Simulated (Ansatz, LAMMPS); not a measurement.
# Amorphous 71SiO2-29Al2O3 (mol %) (100 atoms): geometry optimisation

How does amorphous 71SiO2-29Al2O3 (mol %) (100 atoms) relax, and what do bonds, charges and levels look like afterwards?

Calculated with Ansatz 0.2.0; Kohn-Sham DFT, PBE, PAW (set soft_2), plane waves.

This is a report of a sequence of runs, with most program output left out.

## Step 1: The structure

The cell holds 100 atoms: 20 Si, 16 Al and 64 O. Its edges and angles: a = 11.055 Å, b = 11.055 Å, c = 11.055 Å, α = 90.0°, β = 90.0°, γ = 90.0°. 100 atoms (20 Si, 16 Al, 64 O) placed at random at 2.48 g/cm³, melted at 5000 K for 10 ps at fixed volume with the Morse and Coulomb pair potential with partial charges (Pedone, Malavasi, Menziani, Cormack and Segre, J. Phys. Chem. B 110, 11780 (2006)). Quenched from 5000 K to 300 K at 50 K/ps and fixed volume, held 5 ps, then minimised at fixed cell.

Before any run, some limits are plain. The quench rate of 50 K/ps is many orders above laboratory rates, so the cell is likely richer in defects and strain than a real sample. The starting topology of bonds comes from the classical model. Only the Γ point is sampled in the main run, in a cell whose shortest periodic width is 11 Å.

## Step 2: The classical run that made the cell

A classical potential makes the cell, at a small fraction of what the same run would cost in DFT.

This step: classical MD, Morse and Coulomb pair potential with partial charges (Pedone, Malavasi, Menziani, Cormack and Segre, J. Phys. Chem. B 110, 11780 (2006)) (LAMMPS 22 Jul 2025 - Update 4).

in.lmp reads:

```
# melt-quench of Si20Al16O64
units metal
atom_style charge
boundary p p p
region box block 0 11.0550 0 11.0550 0 11.0550
create_box 3 box
mass 1 28.0850   # Si
mass 2 26.9815   # Al
mass 3 15.9990   # O
create_atoms 1 random 20 41489 NULL overlap 1.5 maxtry 2000
create_atoms 2 random 16 41496 NULL overlap 1.5 maxtry 2000
create_atoms 3 random 64 41503 NULL overlap 1.5 maxtry 2000
pair_style hybrid/overlay pedone 5.5 coul/long 8.0
pair_coeff * * coul/long
pair_coeff 1 3 pedone 0.340554 2.006700 2.100000 1   # Si-O
pair_coeff 2 3 pedone 0.361581 1.900442 2.164818 0.9   # Al-O
pair_coeff 3 3 pedone 0.042395 1.379316 3.618701 22   # O-O
set type 1 charge 2.4
set type 2 charge 1.8
set type 3 charge -1.2
kspace_style pppm 1.0e-4
neigh_modify delay 0 every 1 check yes
thermo_style custom step time temp pe press density
thermo_modify norm yes
timestep 0.002
thermo 100
min_style cg
minimize 1e-4 1e-4 200 2000
reset_timestep 0
velocity all create 5000 41490 mom yes dist gaussian
fix lim all nve/limit 0.05
fix lan all langevin 5000 5000 0.2 41491 zero yes
thermo 500
run 1000 post no
# [... 10 lines left out ...]
thermo 1250
fix md all nvt temp 300 300 0.2
run 2500 post no
unfix md
thermo 100
min_style cg
minimize 0 1e-3 2000 20000
write_dump all custom glass.dump id type xs ys zs modify sort id
```

The run is started by

```sh
$ lmp -in in.lmp -log none -nocite
```

Elapsed: 26 s, on 1 thread of Arm Neoverse V1, shared host; peak memory 0.072 GiB.

## Step 3: Single point at the start

A single point comes first, to see the forces before anything moves.

input.yaml reads:

```yaml
crystal:
  lattice:
    - [11.055, 0.0, 0.0]
    - [0.0, 11.055, 0.0]
    - [0.0, 0.0, 11.055]
  atoms:
    - { symbol: Si, position: [0.95571, 0.28555, 0.40382] }
    - { symbol: Si, position: [0.74846, 0.85932, 0.83601] }
    - { symbol: Si, position: [0.75205, 0.65737, 0.64063] }
    - { symbol: Si, position: [0.80317, 0.27795, 0.85722] }
    - { symbol: Si, position: [0.26943, 0.95004, 0.96609] }
    - { symbol: Si, position: [0.04541, 0.91766, 0.14711] }
    - { symbol: Si, position: [0.43708, 0.42683, 0.07225] }
    - { symbol: Si, position: [0.19273, 0.21124, 0.98006] }
    - { symbol: Si, position: [0.38165, 0.29761, 0.59624] }
    - { symbol: Si, position: [0.17725, 0.72185, 0.80974] }
    - { symbol: Si, position: [0.72378, 0.13662, 0.39089] }
    - { symbol: Si, position: [0.44734, 0.65526, 0.7773] }
    - { symbol: Si, position: [0.15192, 0.88418, 0.40136] }
    - { symbol: Si, position: [0.51912, 0.34212, 0.3562] }
    - { symbol: Si, position: [0.14935, 0.32483, 0.73733] }
    - { symbol: Si, position: [0.83418, 0.0737, 0.65664] }
    - { symbol: Si, position: [0.32465, 0.67559, 0.30238] }
    - { symbol: Si, position: [0.53927, 0.3818, 0.81293] }
    - { symbol: Si, position: [0.94126, 0.46353, 0.61411] }
    - { symbol: Si, position: [0.67752, 0.87581, 0.27937] }
    - { symbol: Al, position: [0.16822, 0.49284, 0.98457] }
    - { symbol: Al, position: [0.96697, 0.67979, 0.44773] }
    - { symbol: Al, position: [0.67516, 0.49004, 0.19291] }
    - { symbol: Al, position: [0.40105, 0.17608, 0.18007] }
    - { symbol: Al, position: [0.48998, 0.78644, 0.50515] }
    - { symbol: Al, position: [0.35357, 0.04937, 0.45725] }
    - { symbol: Al, position: [0.91635, 0.14463, 0.05475] }
    - { symbol: Al, position: [0.61284, 0.62103, 0.3863] }
    - { symbol: Al, position: [0.98265, 0.8419, 0.62148] }
    - { symbol: Al, position: [0.9631, 0.71069, 0.97207] }
    - { symbol: Al, position: [0.4676, 0.76492, 0.05906] }
    - { symbol: Al, position: [0.90084, 0.4553, 0.0497] }
    - { symbol: Al, position: [0.08128, 0.50839, 0.25842] }
    - { symbol: Al, position: [0.86198, 0.69122, 0.19814] }
    - { symbol: Al, position: [0.56189, 0.97856, 0.04119] }
    - { symbol: Al, position: [0.10691, 0.10079, 0.57688] }
    - { symbol: O, position: [0.59934, 0.46058, 0.33948] }
    - { symbol: O, position: [0.02439, 0.37775, 0.31908] }
    - { symbol: O, position: [0.89491, 0.36485, 0.51686] }
    - { symbol: O, position: [0.24903, 0.08801, 0.91922] }
    - { symbol: O, position: [0.17288, 0.94412, 0.07538] }
    - { symbol: O, position: [0.81122, 0.82905, 0.24936] }
    - { symbol: O, position: [0.66797, 0.61905, 0.53267] }
    - { symbol: O, position: [0.61844, 0.7977, 0.38917] }
    - { symbol: O, position: [0.61002, 0.22969, 0.37916] }
    - { symbol: O, position: [0.07809, 0.76814, 0.71759] }
    - { symbol: O, position: [0.18338, 0.33881, 0.88613] }
    - { symbol: O, position: [0.7106, 0.73939, 0.75241] }
    - { symbol: O, position: [0.05692, 0.47834, 0.09526] }
    - { symbol: O, position: [0.96926, 0.62909, 0.29972] }
    - { symbol: O, position: [0.26365, 0.36038, 0.65644] }
    - { symbol: O, position: [0.28215, 0.23027, 0.08868] }
    - { symbol: O, position: [0.48005, 0.30558, 0.70375] }
    - { symbol: O, position: [0.44213, 0.65605, 0.39419] }
    - { symbol: O, position: [0.84428, 0.19357, 0.7393] }
    - { symbol: O, position: [0.87774, 0.81112, 0.89025] }
    - { symbol: O, position: [0.364, 0.10788, 0.31316] }
    - { symbol: O, position: [0.79094, 0.40561, 0.14477] }
    - { symbol: O, position: [0.58992, 0.85959, 0.15672] }
    - { symbol: O, position: [0.67718, 0.34165, 0.82748] }
    - { symbol: O, position: [0.45495, 0.33511, 0.21496] }
    - { symbol: O, position: [0.00806, 0.56173, 0.53069] }
    - { symbol: O, position: [0.25488, 0.79264, 0.36141] }
    - { symbol: O, position: [0.34573, 0.16347, 0.56184] }
    - { symbol: O, position: [0.47178, 0.73117, 0.65428] }
    - { symbol: O, position: [0.69103, 0.01491, 0.3205] }
    - { symbol: O, position: [0.43198, 0.35301, 0.46926] }
    - { symbol: O, position: [0.12256, 0.1872, 0.70678] }
    - { symbol: O, position: [0.03824, 0.40746, 0.70368] }
    - { symbol: O, position: [0.22128, 0.57349, 0.29029] }
    - { symbol: O, position: [0.89084, 0.38008, 0.91502] }
    - { symbol: O, position: [0.76439, 0.10036, 0.5318] }
    - { symbol: O, position: [0.05558, 0.19907, 0.01787] }
    - { symbol: O, position: [0.4371, 0.92723, 0.48999] }
    - { symbol: O, position: [0.19248, 0.99186, 0.49] }
    - { symbol: O, position: [0.77909, 0.96458, 0.73583] }
    - { symbol: O, position: [0.86526, 0.6138, 0.05086] }
    - { symbol: O, position: [0.96914, 0.00344, 0.62074] }
    [... 16 atom lines left out ...]
    - { symbol: O, position: [0.00994, 0.78243, 0.10455] }
    - { symbol: O, position: [0.65658, 0.91398, 0.93184] }
    - { symbol: O, position: [0.10209, 0.63413, 0.91173] }
    - { symbol: O, position: [0.30935, 0.48663, 0.04514] }
    - { symbol: O, position: [0.51758, 0.10945, 0.10308] }
    - { symbol: O, position: [0.05154, 0.80875, 0.476] }
kpoints:
  mp_grid: { grid: [1, 1, 1] }
hamiltonian:
  xc: pbe
scf:
  occupations: { method: fermi_dirac, width: 0.025 }
output:
  forces: true
```

The run is started by

```sh
$ ansatz run input.yaml --threads 4 --pin off --max-ram 8192MiB --backend cpu --events-out ev --progress --plain --runs-dir out
```

It took 17 s on 4 threads of Arm Neoverse V1, shared host; peak memory 1.6 GiB; 59 s of CPU time.

The run gave:

```yaml
free_energy: -57741.3336 eV
free_energy_per_atom: -577.4133 eV/atom
scf_cycles: 9
r_m_s_force_component: 0.665 eV/Å
longest_force: 2.459 eV/Å
fermi_energy: 4.956 eV
```

The r.m.s. force component of 0.66 eV/Å sets the starting point.

Neighbours are counted within 2.16 Å (O-Si), 2.48 Å (O-Al).

Length of the force by element and coordination:

| element | coordination | atoms | mean length of the force (eV/Å) | spread | least | most |
| --- | --- | --- | --- | --- | --- | --- |
| Al | all | 16 | 0.822 | 0.350 | 0.339 | 1.35 |
| Al | 3 | 1 | 1.32 | 0 | 1.32 | 1.32 |
| Al | 4 | 13 | 0.771 | 0.326 | 0.339 | 1.35 |
| Al | 5 | 2 | 0.910 | 0.370 | 0.539 | 1.28 |
| O | all | 64 | 1.00 | 0.414 | 0.195 | 1.83 |
| O | 2 | 47 | 1.01 | 0.436 | 0.267 | 1.83 |
| O | 3 | 17 | 0.990 | 0.345 | 0.195 | 1.49 |
| Si | all | 20 | 1.37 | 0.578 | 0.221 | 2.46 |

## Step 4: Cell and atoms relaxed

Cell and atoms are freed together, to release stress as well as forces.

input.yaml: that of step 3 with these lines changed.

```diff
@@ -15 +15,5 @@
   forces: true
+relax:
+  f_tol: 0.04
+  max_steps: 250
+  cell: {}
```

It took 3.8 min on 4 threads; peak memory 1.6 GiB.

The steps of the relaxation:

| step | energy less that of the first step (eV) | largest force component (eV/Å) | pressure (GPa) | volume (Å³) |
| --- | --- | --- | --- | --- |
| 1 | 0.0000 | 2.3383 | 3.09 | 1351.06 |
| 2 | -1.7888 | 1.7301 | 1.68 | 1355.37 |
| 3 | -3.4268 | 0.6011 | -0.60 | 1353.81 |
| 4 | -3.7882 | 0.3314 | 0.09 | 1333.36 |
| 5 | -3.8848 | 0.3034 | -0.04 | 1330.53 |
| 6 | -4.0093 | 0.2169 | -0.13 | 1326.19 |
| 7 | -4.1125 | 0.2816 | -0.10 | 1320.07 |
| 8 | -4.3837 | 0.2464 | 0.01 | 1319.71 |
| 9 | -4.4482 | 1.1904 | -0.05 | 1320.26 |
| 10 | -4.6774 | 0.2858 | -0.09 | 1320.13 |
| 11 | -4.7279 | 0.1327 | 0.02 | 1321.52 |
| 12 | -4.7395 | 0.0492 | 0.02 | 1320.93 |
| 13 | -4.7383 | 0.0177 | -0.01 | 1321.73 |
| 14* | -4.7554 | 0.0177 | -0.01 | 1321.73 |
| 15 | -4.7632 | 0.0300 | 0.00 | 1322.23 |
| 16* | -4.7638 | 0.0301 | 0.00 | 1322.23 |

Relaxation steps marked * repeat the geometry before them on a plane-wave basis chosen anew for their cell, so energy and pressure can jump there.

| cell as run | before | after | change |
| --- | --- | --- | --- |
| a (Å) | 11.055 | 10.963 | -0.8 % |
| b (Å) | 11.055 | 10.987 | -0.6 % |
| c (Å) | 11.055 | 11.026 | -0.3 % |
| α (°) | 90.00 | 92.25 | +2.5 % |
| β (°) | 90.00 | 91.32 | +1.5 % |
| γ (°) | 90.00 | 85.22 | -5.3 % |
| volume (Å³/atom) | 13.51 | 13.22 | -2.1 % |

The atoms that moved most (Å, as changes of fractional coordinates times the final cell):

| atom | dx | dy | dz | length |
| --- | --- | --- | --- | --- |
| O96 | -0.168 | 0.494 | -0.568 | 0.771 |
| O58 | 0.394 | -0.554 | -0.011 | 0.679 |
| O44 | -0.156 | -0.068 | -0.644 | 0.666 |
| Al27 | -0.317 | 0.487 | 0.321 | 0.664 |
| O73 | -0.295 | 0.513 | 0.216 | 0.630 |
| O76 | 0.590 | -0.118 | -0.180 | 0.628 |
| O89 | 0.363 | -0.463 | -0.095 | 0.596 |
| O43 | -0.287 | 0.511 | -0.097 | 0.594 |

The relaxation changed the energy by -47.6 meV/atom, and atoms moved by 0.34 Å r.m.s., 0.77 Å at most.

## Step 5: Distances and neighbours after relaxation

Bonds before and after, by the cutoffs listed below:

| pair | bonds before | bonds after | mean before (Å) | mean after (Å) | spread before (Å) | spread after (Å) |
| --- | --- | --- | --- | --- | --- | --- |
| O-Si | 80 | 80 | 1.626 | 1.642 | 0.049 | 0.046 |
| O-Al | 65 | 68 | 1.795 | 1.819 | 0.108 | 0.100 |

Density 2.53 g/cm³, 13.22 Å³ an atom.

g(r), total and by pair (bins of 0.2 Å):

| r (Å) | total | O-O | O-Si | O-Al | Si-Si | Si-Al | Al-Al |
| --- | --- | --- | --- | --- | --- | --- | --- |
| 1.50 | 0.38 | 0.00 | 1.49 | 0.00 | 0.00 | 0.00 | 0.00 |
| 1.70 | 3.91 | 0.00 | 10.49 | 5.92 | 0.00 | 0.00 | 0.00 |
| 1.90 | 0.93 | 0.00 | 0.24 | 4.25 | 0.00 | 0.00 | 0.00 |
| 2.10 | 0.10 | 0.00 | 0.00 | 0.47 | 0.00 | 0.00 | 0.00 |
| 2.30 | 0.04 | 0.09 | 0.00 | 0.00 | 0.00 | 0.00 | 0.00 |
| 2.50 | 0.50 | 1.22 | 0.00 | 0.00 | 0.00 | 0.00 | 0.00 |
| 2.70 | 1.85 | 4.21 | 0.00 | 0.22 | 0.00 | 0.23 | 2.75 |
| 2.90 | 0.83 | 1.60 | 0.09 | 0.06 | 1.22 | 0.95 | 1.00 |
| 3.10 | 1.00 | 0.94 | 0.26 | 0.48 | 4.14 | 2.92 | 3.86 |
| 3.30 | 0.98 | 0.62 | 0.82 | 0.90 | 1.23 | 3.71 | 1.91 |
| 3.50 | 0.76 | 0.49 | 1.08 | 1.13 | 0.00 | 0.41 | 1.00 |
| 3.70 | 0.90 | 0.66 | 1.34 | 1.34 | 0.00 | 0.24 | 0.00 |
| 3.90 | 0.95 | 0.64 | 1.55 | 1.15 | 0.69 | 0.33 | 0.27 |
| 4.10 | 1.19 | 0.55 | 2.08 | 1.68 | 0.78 | 0.68 | 0.24 |
| 4.30 | 1.27 | 0.89 | 1.74 | 1.57 | 0.72 | 1.52 | 0.43 |
| 4.50 | 1.08 | 1.16 | 0.71 | 1.32 | 1.69 | 0.89 | 1.01 |
| 4.70 | 0.87 | 1.05 | 0.64 | 0.72 | 0.60 | 1.11 | 1.12 |
| 4.90 | 0.99 | 1.27 | 0.65 | 0.75 | 1.44 | 1.23 | 0.51 |
| 5.10 | 1.01 | 1.41 | 0.63 | 0.71 | 0.82 | 1.14 | 0.77 |
| 5.30 | 1.10 | 1.36 | 0.73 | 0.93 | 1.02 | 1.24 | 1.76 |

Bonds by pair of elements; cutoffs follow the first minimum of g(r), held within bounds set by covalent radii, and pairs that aren't listed don't count as bonded:

| pair A-B | cutoff (Å) | bonds | mean length (Å) | spread (Å) | shortest (Å) | B about A | A about B |
| --- | --- | --- | --- | --- | --- | --- | --- |
| O-Si | 2.16 | 80 | 1.64 | 0.046 | 1.59 | 1.25 | 4 |
| O-Al | 2.43 | 68 | 1.82 | 0.1 | 1.68 | 1.06 | 4.25 |

How many atoms have how many bonded neighbours:

| element | mean | 2 | 3 | 4 | 5 |
| --- | --- | --- | --- | --- | --- |
| Al | 4.25 | 0 | 0 | 12 | 4 |
| O | 2.31 | 44 | 20 | 0 | 0 |
| Si | 4 | 0 | 0 | 20 | 0 |

Bond angles (no mean is given where the spread exceeds 20°):

| angle | count | mean (°) | spread (°) |
| --- | --- | --- | --- |
| O-Si-O | 120 | 109 | 5.3 |
| O-Al-O | 112 | 108 | 18.8 |
| Al-O-Si | 50 | 132 | 16.9 |
| Al-O-Al | 30 | - | - |
| Si-O-Si | 24 | 142 | 13.3 |

Oxygen atoms by the number of network formers (Si, P, Ge, B, Al, As, Ga) bound to them:

| network formers bound to O | O atoms | per cent |
| --- | --- | --- |
| 0 | 0 | 0 |
| 1 | 0 | 0 |
| 2 | 44 | 68.8 |
| 3 | 20 | 31.2 |

Network units: each former by its oxygen neighbours and how many of them bridge to another former:

| former | O neighbours | bridging O | atoms |
| --- | --- | --- | --- |
| Si | 4 | 4 | 20 |
| Al | 4 | 4 | 12 |
| Al | 5 | 5 | 4 |

Bond length by coordination (bonds to H left out):

| element | coordination | atoms | mean bond length (Å) |
| --- | --- | --- | --- |
| Al | 4 | 12 | 1.79 |
| Al | 5 | 4 | 1.88 |
| O | 2 | 44 | 1.66 |
| O | 3 | 20 | 1.82 |

Rings of the network by King's shortest-path rule, up to 12 atoms, one path for each pair of neighbours; H, halogens, alkali and alkaline-earth atoms are left out, and the last column divides by all other atoms, bonded or not:

| ring size (atoms) | rings | per network atom |
| --- | --- | --- |
| 4 | 7 | 0.07 |
| 6 | 12 | 0.12 |
| 8 | 29 | 0.29 |
| 10 | 29 | 0.29 |
| 12 | 32 | 0.32 |

First main peaks of g(r), for some of the pairs, lie near 2.7 Å (O-O), 1.6 Å (O-Si), 1.8 Å (O-Al), 3.0 Å (Si-Si) and 3.2 Å (Si-Al). By these cutoffs 75 % of Al atoms have 4, 69 % of O atoms have 2 and all Si atoms have 4 bonded neighbours. The O-Si-O angle averages 109° with a spread of 5°. 69 % of the oxygens bridge two formers (Si and Al) and 0 % are non-bridging; 31 % join three. The commonest Si unit has 4 oxygens, 4 of them shared with other formers (20 of 20 atoms). Rings of 12 atoms are the most common (29 % of those counted); sizes run from 4 to 12, where the search stops.

[end of part 1 of 2]

[Logs are printed without paths, hosts, clocks, repeated set-up lines and the standing remarks that a program may print on its own settings, such as how far it seeks lower states.]

[Hosts, paths, dates, database ids (printed as entryN), source tags and the programs' standing remarks are cut or masked in the printed files.]
